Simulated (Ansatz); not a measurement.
# Lattice dynamics of ZnSn2 (built on the sites of a database entry of Hf2Zn), part 2 of 2

Task: relax ZnSn2 (built on the sites of a database entry of Hf2Zn), then find its harmonic phonons.

Ansatz 0.2.0; DFT PBEsol, scalar-relativistic, plane waves, PAW.

So far. Step 4 (Tight relaxation): The largest force component left is 0.40 meV/Å and the pressure is 0.004 GPa, within the tolerances set. The cell now holds 22.56 Å³/atom. Step 5 (Linear response at the zone centre): Before it was imposed, the acoustic sum rule was missed by 1.0e-4 eV/Å². Small misses are needed for a sound result but don't prove that mesh and cutoff are converged. The lowest optical mode is real, 37.0 cm⁻¹. The relaxed cell has a = 3.342, c = 12.120 Å (conventional setting).

The structure was built from a prototype and need not be the compound's stable phase.

## Step 6: Phonons on a q mesh (continued)

Tetrahedra on a 20×20×26 mesh, mean over bins of 2 cm-1. Interpolated from a 2×2×2 q mesh, rough between the solved points. The phonon density of states by wavenumber; read off at these points:

| wavenumber (cm⁻¹) | phonon density of states (1/cm⁻¹/cell) |
| --- | --- |
| -25.0 | 4.8e-4 |
| -21.0 | 0.0184 |
| -17.0 | 0.0152 |
| -13.0 | 0.0107 |
| -9.0 | 0.00769 |
| -3.0 | 0.00701 |
| 1.0 | 0.0075 |
| 5.0 | 0.00928 |
| 9.0 | 0.0143 |
| 13.0 | 0.0212 |
| 17.0 | 0.0316 |
| 21.0 | 0.0549 |
| 25.0 | 0.0669 |
| 29.0 | 0.0477 |
| 35.0 | 0.111 |
| 39.0 | 0.0936 |
| 43.0 | 0.0905 |
| 47.0 | 0.0777 |
| 51.0 | 0.0961 |
| 55.0 | 0.0835 |
| 59.0 | 0.0635 |
| 63.0 | 0.104 |
| 65.0 | 0.111 |
| 67.0 | 0.0831 |
| 71.0 | 0.0665 |
| 77.0 | 0.112 |
| 81.0 | 0.0713 |
| 85.0 | 0.0435 |
| 89.0 | 0.0323 |
| 93.0 | 0.0298 |
| 97.0 | 0.0295 |
| 101.0 | 0.0467 |
| 105.0 | 0.0545 |
| 109.0 | 0.0670 |
| 115.0 | 0.0887 |
| 119.0 | 0.175 |
| 123.0 | 0.124 |
| 127.0 | 0.0446 |
| 131.0 | 2.6e-4 |

The partial phonon density of states has structure finer than the step of the table below, so its rows give means over 5 cm⁻¹, whole bins alone (the curve runs from -34.2 to 144 cm⁻¹). Peaks (cm⁻¹: height): Sn -20.8: 0.0120, 36.3: 0.0878, 63.2: 0.0840, 75.5: 0.0696, 119.2: 0.0578; Zn 43.1: 0.0190, 76.7: 0.0333, 119.2: 0.0915.

Phonopy on the run's constants, 17x17x21 mesh, Gaussian sigma 2.0 cm-1. Interpolated from a 2×2×2 q mesh, rough between the solved points. The partial phonon density of states by wavenumber; means over each step; values in 1/cm⁻¹/cell:

| wavenumber (cm⁻¹) | Sn | Zn |
| --- | --- | --- |
| -30 | 1.3e-4 | 6.1e-5 |
| -25 | 0.00500 | 0.00244 |
| -20 | 0.0113 | 0.00557 |
| -15 | 0.00948 | 0.00474 |
| -10 | 0.00701 | 0.00354 |
| -5 | 0.00355 | 0.00182 |
| 0 | 0.00158 | 8.3e-4 |
| 5 | 0.00525 | 0.00263 |
| 10 | 0.0120 | 0.00573 |
| 15 | 0.0198 | 0.00852 |
| 20 | 0.0357 | 0.0130 |
| 25 | 0.0470 | 0.0155 |
| 30 | 0.0469 | 0.0129 |
| 35 | 0.0795 | 0.0150 |
| 40 | 0.0762 | 0.0178 |
| 45 | 0.0673 | 0.0184 |
| 50 | 0.0715 | 0.0160 |
| 55 | 0.0705 | 0.0104 |
| 60 | 0.0737 | 0.00899 |
| 65 | 0.0766 | 0.0162 |
| 70 | 0.0597 | 0.0173 |
| 75 | 0.0675 | 0.0288 |
| 80 | 0.0596 | 0.0219 |
| 85 | 0.0370 | 0.0122 |
| 90 | 0.0153 | 0.0185 |
| 95 | 0.0147 | 0.0158 |
| 100 | 0.0230 | 0.0180 |
| 105 | 0.0299 | 0.0257 |
| 110 | 0.0341 | 0.0390 |
| 115 | 0.0450 | 0.0641 |
| 120 | 0.0537 | 0.0875 |
| 125 | 0.0313 | 0.0577 |
| 130 | 0.00890 | 0.0128 |
| 135 | 3.4e-4 | 4.0e-4 |
| 140 | 0 | 0 |

Symmetry leaves 4 wavevectors to solve. The lowest mode among them, the acoustic zeros apart, lies at q = (0, 0, -0.5) and is slightly imaginary, 7.7i cm⁻¹, too near zero to call. Between them the interpolated path dips to 24i cm⁻¹.

## Step 7: Isotope substitution, element Sn, natural mass 118.71 amu

An isotope changes the mass and not the force constants, so no new electronic calculation is needed; the shifts show which modes move this element.

The same force constants with the mass of Sn changed from 118.710 to 123.905 u (phonopy, no LO-TO term). Both lists are sorted by frequency; levels can cross, so a row need not hold one and the same mode. Modes under 3 cm⁻¹ are left out. Isotope shifts, by row:

| q | rank | natural mass (cm⁻¹) | changed mass (cm⁻¹) |
| --- | --- | --- | --- |
| 0 0 0 | 4 | 37.03 | 36.24 |
| 0 0 0 | 5 | 37.03 | 36.24 |
| 0 0 0 | 6 | 91.84 | 91.43 |
| 0 0 0 | 7 | 91.84 | 91.43 |
| 0 0 0 | 8 | 98.54 | 96.45 |
| 0 0 0 | 9 | 124.6 | 124 |
| 0 0 -0.5 | 1 | -7.66 | -7.56 |
| 0 0 -0.5 | 2 | 46.85 | 46.36 |
| 0 0 -0.5 | 3 | 62.2 | 60.9 |
| 0 0 -0.5 | 4 | 63.73 | 62.38 |
| 0 0 -0.5 | 5 | 72.48 | 70.94 |
| 0 0 -0.5 | 6 | 82.4 | 80.65 |
| 0 0 -0.5 | 7 | 99.1 | 99.08 |
| 0 0 -0.5 | 8 | 121.3 | 120.3 |
| 0 0 -0.5 | 9 | 124.3 | 123 |
| 0 -0.5 0 | 1 | 11.03 | 10.88 |
| 0 -0.5 0 | 2 | 34.13 | 33.41 |
| 0 -0.5 0 | 3 | 34.38 | 33.65 |
| 0 -0.5 0 | 4 | 60.54 | 59.26 |
| 0 -0.5 0 | 5 | 60.73 | 60.04 |
| 0 -0.5 0 | 6 | 76.73 | 76.71 |
| 0 -0.5 0 | 7 | 104.2 | 102 |
| 0 -0.5 0 | 8 | 120.5 | 119.6 |
| 0 -0.5 0 | 9 | 129.9 | 128.6 |
| -0.5 -0.5 -0.5 | 1 | 24.18 | 23.75 |
| -0.5 -0.5 -0.5 | 2 | 24.18 | 23.75 |
| -0.5 -0.5 -0.5 | 3 | 31.09 | 30.43 |
| -0.5 -0.5 -0.5 | 4 | 31.09 | 30.43 |
| -0.5 -0.5 -0.5 | 5 | 71.79 | 70.78 |
| -0.5 -0.5 -0.5 | 6 | 79.65 | 77.96 |
| -0.5 -0.5 -0.5 | 7 | 88.82 | 88.5 |
| -0.5 -0.5 -0.5 | 8 | 88.82 | 88.5 |
| -0.5 -0.5 -0.5 | 9 | 127.2 | 126.2 |

A mode of this element alone would shift by -2.12 %. The highest zone-centre frequency without the field goes from 124.6 to 124.0 cm⁻¹ (-0.5 %). The product of the frequency ratios over all optical modes at Γ is 0.925; the product rule, (m/m′)^(3k/2) (M′/M)^(3/2) with k = 2 such atoms and M the mass of the cell, gives 0.925.

## Step 8: Isotope substitution, element Zn, natural mass 65.38 amu

The same for Zn, from 65.38 to 67.92 u.

A mode of this element alone would shift by -1.89 %. The highest zone-centre frequency without the field goes from 124.6 to 122.7 cm⁻¹ (-1.5 %). The product of the frequency ratios over all optical modes at Γ is 0.956; the product rule, (m/m′)^(3k/2) (M′/M)^(3/2) with k = 1 such atoms and M the mass of the cell, gives 0.956.

## Step 9: Results

```json
{
 "space group after relaxation (within 0.01 Å)": "I4/mmm",
 "volume per atom": "22.6 Å³",
 "electronic character": "no gap on this mesh",
 "highest optical mode at the zone centre (no LO-TO term)": "125 cm⁻¹",
 "lowest optical zone-centre mode": "37.0 cm⁻¹",
 "lowest mode on the q mesh (acoustic modes at Γ apart)": "-7.7 cm⁻¹",
 "highest frequency on the path or at a solved wavevector": "130 cm⁻¹",
 "imaginary modes on the 2×2×2 q mesh": "one or more, weakly"
}
```

In words: No mode is clearly imaginary at the 4 irreducible wavevectors solved, but the lowest, 7.7i cm⁻¹, is too near zero to call. The optical modes at Γ span 37 to 125 cm⁻¹. The highest mode in this list at Γ, 124.6 cm⁻¹, is mostly motion of Zn (78 % of the kinetic energy). The interpolated path dips to 24i cm⁻¹ between the solved wavevectors, which may come from the interpolation; a denser q mesh would tell. The q mesh stands for a supercell only 6.7 Å across, so branches between the solved wavevectors are rough. With no gap, or one that is small against the smearing, the frequencies hang on the k mesh and the smearing, most of all near Kohn anomalies. Spin-orbit coupling is left out, which can matter for the heavy elements here. A phonon run warned that its eigensolver left some bands unconverged in a pass. The starting cell was built on a prototype and not taken from a measurement, so the phase need not exist. These are harmonic frequencies at zero temperature: anharmonic shifts, linewidths and thermal expansion are left out.

[Logs are printed without paths, hosts, clocks, repeated set-up lines and the standing remarks that a program may print on its own settings, such as how far it seeks lower states.]

[Hosts, paths, dates, database ids (printed as entryN), source tags and the programs' standing remarks are cut or masked in the printed files.]
